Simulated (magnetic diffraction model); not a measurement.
**Which magnetic order? PrTlSi**

Space group Pnma (no. 62), a = 8.0790 Å, b = 4.6100 Å, c = 8.8590 Å.

| site | atom | x | y | z |
| --- | --- | --- | --- | --- |
| 4c | Tl | 0.8589 | 3/4 | 0.9334 |
| 4c | Pr | 0.9858 | 3/4 | 0.3175 |
| 4c | Si | 0.7205 | 3/4 | 0.6138 |

The compound is invented for this exercise: a known structure type with other elements, its cell scaled to their sizes and not relaxed.

Only Pr is taken to order (form factors of Pr3+); orders and moment sizes are assumed, and not adapted to the symmetry. Radiation: neutrons of λ = 2.0775 Å, 8° to 55°; isotropic B of 0.47 Å² (Tl), 0.58 Å² (Pr) and 0.94 Å² (Si). Simulated constant-wavelength pattern: nuclear and magnetic terms add, the magnetic one as |2.695 fm × Σ f S⊥ exp(2πi Q·r) exp(−B s²)|², summed over all Q at one angle with the factor 1/(sin²θ cos θ). For collinear order S is the moment m, which repeats by lattice and centring translations R with the sign exp(−2πi k·R). Free-ion form factors, Sears's scattering lengths of 1992, no absorption; a label names one of the reflections at its angle. The strongest nuclear line in the range is 100, and lines under 0.2 are left out.

Above the ordering temperature:

| 2θ (°) | index | I |
| --- | --- | --- |
| 20.04 | (1 0 1) | 40.6 |
| 27.12 | (0 0 2) | 9.3 |
| 29.43 | (0 1 1) | 6.0 |
| 29.80 | (2 0 0) | 0.8 |
| 31.02 | (1 0 2) | 2.2 |
| 32.83 | (2 0 1) | 3.5 |
| 33.08 | (1 1 1) | 19.5 |
| 39.99 | (2 1 0) | 47.8 |
| 40.73 | (2 0 2) | 16.2 |
| 40.94 | (1 1 2) | 100.0 |
| 42.38 | (2 1 1) | 73.2 |
| 43.99 | (1 0 3) | 20.5 |
| 47.55 | (3 0 1) | 61.9 |
| 48.99 | (2 1 2) | 26.6 |
| 49.38 | (0 1 3) | 89.5 |
| 51.66 | (2 0 3) | 24.8 |
| 51.84 | (1 1 3) | 20.9 |
| 53.57 | (0 2 0) | 68.5 |
| 53.67 | (3 0 2) | 24.3 |

Below it (cell unchanged):

```csv
2θ (°),I
20.04,53.4
27.12,17.6
29.43,46.0
29.80,18.0
31.02,2.4
32.83,4.2
33.08,19.6
39.99,48.6
40.73,23.4
40.94,122.6
42.38,104.4
43.99,32.8
47.55,63.9
48.99,27.0
49.38,90.6
51.66,24.9
51.84,21.1
53.57,75.7
53.67,24.7
```

**Question.** Find the propagation vector, then choose among these models:
A. collinear moments along [101], 2.6 μB on Pr; signs + at (0.9858, 3/4, 0.3175), − at (0.5142, 1/4, 0.8175), + at (0.4858, 3/4, 0.1825), − at (0.0142, 1/4, 0.6825)
B. collinear moments along [101], 2.6 μB on Pr; signs + at (0.9858, 3/4, 0.3175), + at (0.5142, 1/4, 0.8175), + at (0.4858, 3/4, 0.1825), + at (0.0142, 1/4, 0.6825)
C. collinear moments along [111], 2.6 μB on Pr; signs + at (0.9858, 3/4, 0.3175), − at (0.5142, 1/4, 0.8175), + at (0.4858, 3/4, 0.1825), − at (0.0142, 1/4, 0.6825)
D. collinear moments along [111], 2.6 μB on Pr; signs + at (0.9858, 3/4, 0.3175), + at (0.5142, 1/4, 0.8175), + at (0.4858, 3/4, 0.1825), + at (0.0142, 1/4, 0.6825)

No line moves, and magnetic intensity falls on nuclear lines such as the one at 29.43°, so the magnetic cell equals the chemical primitive cell: k = 0.

Magnetic intensity, observed (below minus above) and for each model:

| 2θ (°) | index | observed | A | B | C | D |
| --- | --- | --- | --- | --- | --- | --- |
| 13.47 | (0 0 1) | <0.2 | 56.8 | <0.2 | 65.6 | <0.2 |
| 26.04 | (0 1 0) | <0.2 | 39.0 | <0.2 | 34.0 | <0.2 |
| 29.43 | (0 1 1) | 40.0 | <0.2 | 44.3 | <0.2 | 40.0 |
| 32.83 | (2 0 1) | 0.7 | 20.4 | 0.7 | 22.8 | 0.7 |
| 39.99 | (2 1 0) | 0.7 | 22.6 | 0.7 | 21.9 | 0.7 |
| 40.94 | (1 1 2) | 22.6 | 0.2 | 23.1 | 0.2 | 22.6 |
| 42.38 | (2 1 1) | 31.1 | 1.0 | 31.7 | 1.0 | 31.1 |
| 51.84 | (1 1 3) | 0.2 | 19.5 | 0.2 | 20.0 | 0.2 |

Model D matches.

The absence at (0 0 1) is telling: the sublattices cancel there.

The structure used: k = (0 0 0), collinear moments along [111], 2.6 μB on Pr; signs + at (0.9858, 3/4, 0.3175), + at (0.5142, 1/4, 0.8175), + at (0.4858, 3/4, 0.1825), + at (0.0142, 1/4, 0.6825).

[Logs are printed without paths, hosts, clocks, repeated set-up lines and the standing remarks that a program may print on its own settings, such as how far it seeks lower states.]
